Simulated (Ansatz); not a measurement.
# Lattice dynamics of YHSe (P-6m2), part 2 of 3

How does YHSe (P-6m2) vibrate, and is this structure a minimum?

Ansatz 0.2.0; DFT LDA, scalar-relativistic, plane waves, PAW.

So far. Step 3 (Tight relaxation): The forces vanish by symmetry and the pressure is 0.000 GPa, within the tolerances set. The cell now holds 15.60 Å³/atom. The relaxed cell has a = 3.764, c = 3.815 Å (conventional setting).

## Step 4: Linear response at the zone centre

The zone centre comes first: it holds the modes that light can see, as far as symmetry allows. The response to a homogeneous field gives the Born charges and the dielectric tensor, and its change with displacement the Raman tensors.

Input file input.yaml:

```yaml
crystal:
  lattice:
    - [3.7637355768, 0.0, 0.0]
    - [-1.8818677884, 3.2594906226, 0.0]
    - [0.0, 0.0, 3.8146043145]
  atoms:
    - { symbol: "Y", position: [0.0, 0.0, 0.0] }
    - { symbol: H, position: [0.3333333333, 0.6666666667, 0.0] }
    - { symbol: Se, position: [0.6666666667, 0.3333333333, 0.5] }
kpoints:
  mp_grid: { grid: [9, 9, 8] }
hamiltonian:
  xc: lda
scf:
  occupations: { method: fixed }
output:
  eigenvalues: true
phonons:
  method: dfpt
  dielectric: true
  rigid_motions: translations
  raman: true
```

Started as:

```
> ansatz run input.yaml --threads 4 --pin off --max-ram 7168MiB --backend cpu --events-out ev --progress --plain --runs-dir out
```

Numbers of over 12 decimals in the logs are rounded to 6 here.

Output:

```text
[...]
Crystal: 3 atoms, lattice volume = 46.797 Å³
Basis set: ecut = 420 eV, 901 PW (Γ), exchange–correlation on 54×54×54 points (8 copies of the dense FFT grid, shifted against one another)
Bands: 18, of which v1, the nominal top of the filled ones, is band 14 counted from 1 (13 counted from 0)
Symmetry: 12 space group operations
k-points: 185 of 648 (irreducible under 2 space group operations, time reversal used)
[...]
SCF iter   1: F=—  HF=-9149.151881 eV  |F-HF|=—  |Δ(HF+E_count)|=         —  Δρ=9.24e-3  dr2=3.24e-2  ethr=1.77e-3  ⟨swp⟩=4.2  Hψ=13336  notcnv=0  defer=197
[...]
SCF iter   8: F=-9149.141240 eV  HF=-9149.141240 eV  |F-HF|=5.46e-12  |Δ(HF+E_count)|=  2.91e-11  Δρ=1.32e-7  dr2=2.90e-12  ethr=1.00e-12  ⟨swp⟩=6.8  Hψ=17305  notcnv=0
SCF 1 converged in 8 iterations: F = -9149.141240 eV  dr2 = 2.90e-12
[...]
NSCF: frozen V_eff on 4 k-points
DFPT response loops at Γ: preconditioner auto → none (the input reference at scf.mixing.eps_inf says where Resta's filter doesn't serve); β = 0.50; Broyden in place of MSR1
── the response to a field inside a basis, on 12×12×10 k-points: an SCF that follows is theirs, and a resumed run solves both again ──
Bands: 15, of which v1, the nominal top of the filled ones, is band 14 counted from 1 (13 counted from 0)
k-points: 210
[...]
Eigensolver: Dense (210 Hₖ)
SCF iter   1: F=—  HF=-9149.139388 eV  |F-HF|=—  |Δ(HF+E_count)|=         —  Δρ=1.73e-4  dr2=2.85e-6  ethr=1.00e-1
[...]
SCF iter   6: F=-9149.139387 eV  HF=-9149.139387 eV  |F-HF|=3.64e-12  |Δ(HF+E_count)|=  2.91e-11  Δρ=1.40e-7  dr2=3.73e-12  ethr=1.00e-12
SCF 1 converged in 6 iterations: F = -9149.139387 eV  dr2 = 3.73e-12
[...]
WARN: field response: ε∞ stands inside a basis, on 12×12×10 points; the force constants stand on the 9×9×8 k-mesh, whose period is 10.80 times the interband length at k = (0.0000, 0.0000, -0.5000), direct gap 1.700 eV, under 14: take them and everything formed from them as unconverged, and compare with a denser kpoints.mp_grid
SCF converged after 8 iterations
Free energy (F): -9149.141240 eV
[...]
Internal energy: -9149.141240 eV  (E = F + TS)
E sigma→0 (E₀):  -9149.141240 eV
Fermi energy:    11.165319 eV
[...]
--- Band table (eV; the first three rows and the last of 185) ---
  k-point 0: bands = [... 10 lower, 7.4775, 9.4333, 9.4333, 9.4651, 12.4753, 15.1095, 15.1095, 15.2756]
  k-point 1: bands = [... 10 lower, 6.8649, 9.4988, 9.4988, 9.8999, 12.7510, 14.1725, 14.1725, 15.9684]
  k-point 2: bands = [... 10 lower, 5.8013, 9.6621, 9.6621, 10.5410, 13.3808, 13.3808, 13.5767, 15.8287]
  k-point 184: bands = [... 10 lower, 6.7200, 7.4070, 8.1605, 8.7466, 15.1444, 15.2716, 16.1778, 17.4887]
--- Phonons (Γ-DFPT): 6 representative perturbations + reference, on 185 of 648 k-points (Σ response iterations 18) ---
  k mesh reduced under 2 symmetry operations, with k and −k counted as one. Each operation leaves every solved perturbation unchanged. A smaller set is not considered because the run solves the response to a homogeneous field
  ASR residual: 1.045e-4 → 0.000e0 eV/Å²; symmetrization residual: 1.823e-6 eV/Å²
  ASR residual per site (eV/Å²): 1.05e-4 6.36e-5 2.96e-5
  Γ frequencies (cm⁻¹): 0.00 0.00 0.00 196.64 196.64 216.01 705.50 1141.14 1141.14
  ε∞ (high-frequency dielectric tensor):
        9.317855    -0.000000     0.000000
       -0.000000     9.317855     0.000000
        0.000000     0.000000     9.156554
  ε⁰ (static dielectric tensor: ions relaxed, cell fixed):
       13.213460    -0.000000    -0.000000
       -0.000000    13.213460     0.000000
       -0.000000     0.000000    14.270524
  ε⁰ − ε∞ (ionic part):
        3.895604     0.000000    -0.000000
        0.000000     3.895604     0.000000
       -0.000000     0.000000     5.113970
  softest optical mode at Γ: 196.64 cm⁻¹; the repairs (sum rule, projections) moved no ω² at Γ by more than (4.64 cm⁻¹)²
  Born effective charges Z* (e; rows j = field, columns β = displacement):
    site 0:
         3.01795   -0.00000    0.00000
         0.00000    3.01795    0.00000
         0.00000    0.00000    3.07539
    site 1:
        -1.33303   -0.00000    0.00000
         0.00000   -1.33303    0.00000
         0.00000    0.00000   -0.58689
    site 2:
        -1.68493    0.00000    0.00000
        -0.00000   -1.68493    0.00000
         0.00000    0.00000   -2.48850
  Z* charge neutrality: 2.933e-3 e pre-enforcement
  solved inside a basis spanned on kpoints, on 12×12×10 k-points transformed towards the longest dipole: ε∞ is read to err by 3.3e-2, Z* by 1.9e-2 e (field_mesh: kpoints solves on kpoints); Z* is corrected for what the basis lacks
  Raman tensors (in the event stream and the table raman_tensors.tsv): an entry may err by 1.0e-1 Å², one of the second-order susceptibility by 4.8e-1 pm/V (basis, points and sum rule); their sum over the sites missed zero by 1.743e-5 Å² ahead of its enforcement
  optical modes at Γ without the LO–TO term, one row a degenerate level:
      ω (cm⁻¹)  modes    IR ((D/Å)²/amu)  static Raman (Å⁴/amu)  depolarisation
        196.64      2             4.1279                28.5987           0.750
        216.01      1             4.5209                 0.0000               —
        705.50      1             7.6259                 0.0000               —
       1141.14      2            83.5991                37.8299           0.750
  optical modes at Γ + LO–TO along q̂ = [1.0000, 0.0000, 0.0000]:
      ω (cm⁻¹)  modes    IR ((D/Å)²/amu)  static Raman (Å⁴/amu)  depolarisation
        196.64      1             2.0640                14.2994           0.750
        216.01      1             4.5209                 0.0000               —
        217.60      1             1.5247                 6.8457           0.750
        705.50      1             7.6259                 0.0000               —
       1141.14      1            41.7995                18.9150           0.750
       1228.04      1            42.3388                 0.9059           0.750
  optical modes at Γ + LO–TO along q̂ = [0.0000, 1.0000, 0.0000]:
      ω (cm⁻¹)  modes    IR ((D/Å)²/amu)  static Raman (Å⁴/amu)  depolarisation
        196.64      1             2.0640                14.2994           0.750
        216.01      1             4.5209                 0.0000               —
        217.60      1             1.5247                 6.8457           0.750
        705.50      1             7.6259                 0.0000               —
       1141.14      1            41.7995                18.9150           0.750
       1228.04      1            42.3388                 0.9059           0.750
  optical modes at Γ + LO–TO along q̂ = [0.0000, 0.0000, 1.0000]:
      ω (cm⁻¹)  modes    IR ((D/Å)²/amu)  static Raman (Å⁴/amu)  depolarisation
        196.64      2             4.1279                28.5987           0.750
        259.50      1             3.8030                 0.0000               —
        733.16      1             8.3438                 0.0000               —
       1141.14      2            83.5991                37.8299           0.750
```

Wall time 3.2 min (4 threads of Arm Neoverse V2, shared host); peak memory 1.8 GiB.

In the SCF lines HF is the Harris–Foulkes energy and dr2 the Hartree energy of the density residual, in eV; the loop may stop once dr2 is under the threshold and the program's other checks hold. Hψ counts applications of the Hamiltonian.

Numbers from this step:

```yaml
sum_rule_residual_before_enforcement: 1.05e-4 eV/Å²
miss_of_the_charge_sum_rule: 0.002933 e
estimated_error_of_the_dielectric_tensor: 0.03287
estimated_error_of_the_born_charges: 0.01933 e
point_group: -6m2
highest_optical_mode_at_the_zone_centre_no_lo_to_term: 1141 cm⁻¹
lowest_optical_zone_centre_mode: 196.6 cm⁻¹
mean_high_frequency_dielectric_constant: 9.264
largest_born_charge_third_of_the_trace: 3.037 e
mean_static_dielectric_constant: 13.57
top_of_the_zone_centre_spectrum_with_the_field: 1228 cm⁻¹
```

Without the LO-TO term. Patterns of degenerate modes are one choice out of their space. The modes at Γ (shares of kinetic energy by element, %):

```csv
mode,frequency (cm⁻¹),symmetry,Y %,H %,Se %
1,0.0,acoustic,53,1,47
2,0.0,acoustic,53,1,47
3,0.0,acoustic,53,1,47
4,196.6,E',47,0,53
5,196.6,E',47,0,53
6,216.0,A2'',47,0,53
7,705.5,A2'',0,99,1
8,1141.1,E',1,99,0
9,1141.1,E',1,99,0
```

Displacements in mode 4 (196.6 cm⁻¹), the largest set to 1:
```
Y1  -0.88  0.00  0.00
H2  -0.53  0.00  0.00
Se3  1.00  0.00  0.00
```

Displacements in mode 8 (1141.1 cm⁻¹), the largest set to 1:
```
Y1  -0.01  0.00  0.00
H2   1.00  0.00  0.00
Se3  0.00  0.00  0.00
```

Optical modes at the zone centre, without and with the macroscopic field of the longitudinal modes; each column is sorted by frequency, so a row need not hold one and the same mode. Modes with and without the field, by row:

```
rank among optical modes  no field (cm⁻¹)  q along (1, 0, 0) (cm⁻¹)  q along (0, 0, 1) (cm⁻¹)
                       1            196.6                     196.6                     196.6
                       2            196.6                       216                     196.6
                       3              216                     217.6                     259.5
                       4            705.5                     705.5                     733.2
                       5             1141                      1141                      1141
                       6             1141                      1228                      1141
```

Born charge (rows field, columns displacement) (e), principal values of the symmetric part by kind of site:

| atom | atoms with these values | low | middle | high | mean |
| --- | --- | --- | --- | --- | --- |
| Y1 | 1 | 3.02 | 3.02 | 3.08 | 3.04 |
| H2 | 1 | -1.33 | -1.33 | -0.59 | -1.08 |
| Se3 | 1 | -2.49 | -1.68 | -1.68 | -1.95 |

In full for H2:

```
-1.33  0.00  0.00
 0.00 -1.33  0.00
 0.00  0.00 -0.59
```

High-frequency dielectric tensor:

```
9.32 0.00 0.00
0.00 9.32 0.00
0.00 0.00 9.16
```

Static dielectric tensor (ions relaxed, fixed cell):

```
13.21  0.00  0.00
 0.00 13.21  0.00
 0.00  0.00 14.27
```

Transverse modes. Lines of the infrared spectrum (strongest = 100):

```csv
position (cm⁻¹),label,relative intensity
197,E',4.9
216,A2'',5.4
706,A2'',9.1
1141,E',100
```

Activity x (w_L - w)^4 (n + 1)/w, 532 nm, 300 K; the tensors are static ones, while 532 nm light lies above the computed direct gap, where resonance would change the heights; modes without the macroscopic field alone. Raman lines, with heights relative to the strongest:

```
position (cm⁻¹)  label  relative intensity
            197     E'                 100
            216   A2''                 0.0
            706   A2''                 0.0
           1141     E'                  11
```

Static second-order susceptibility (pm/V), twice the coefficient d of second-harmonic generation. Second order susceptibility, by row:

```
field along     xx      yy  zz  yz  xz     xy
          x      0       0   0   0   0  28.23
          y  28.23  -28.23   0   0   0      0
          z      0       0   0   0   0      0
```

Before it was imposed, the acoustic sum rule was missed by 1.0e-4 eV/Å² and the charge sum rule by 0.0029 e. Small misses are needed for a sound result but don't prove that mesh and cutoff are converged. The lowest optical mode is real, 197 cm⁻¹.

The log warns of the k mesh: “the force constants stand on the 9×9×8 k-mesh, whose period is 10.80 times the interband length at k = (0.0000, 0.0000, -0.5000), direct gap 1.700 eV, under 14: take them and everything formed from them as unconverged”.

[end of part 2 of 3]

[Logs are printed without paths, hosts, clocks, repeated set-up lines and the standing remarks that a program may print on its own settings, such as how far it seeks lower states.]

[Hosts, paths, dates, database ids (printed as entryN), source tags and the programs' standing remarks are cut or masked in the printed files.]
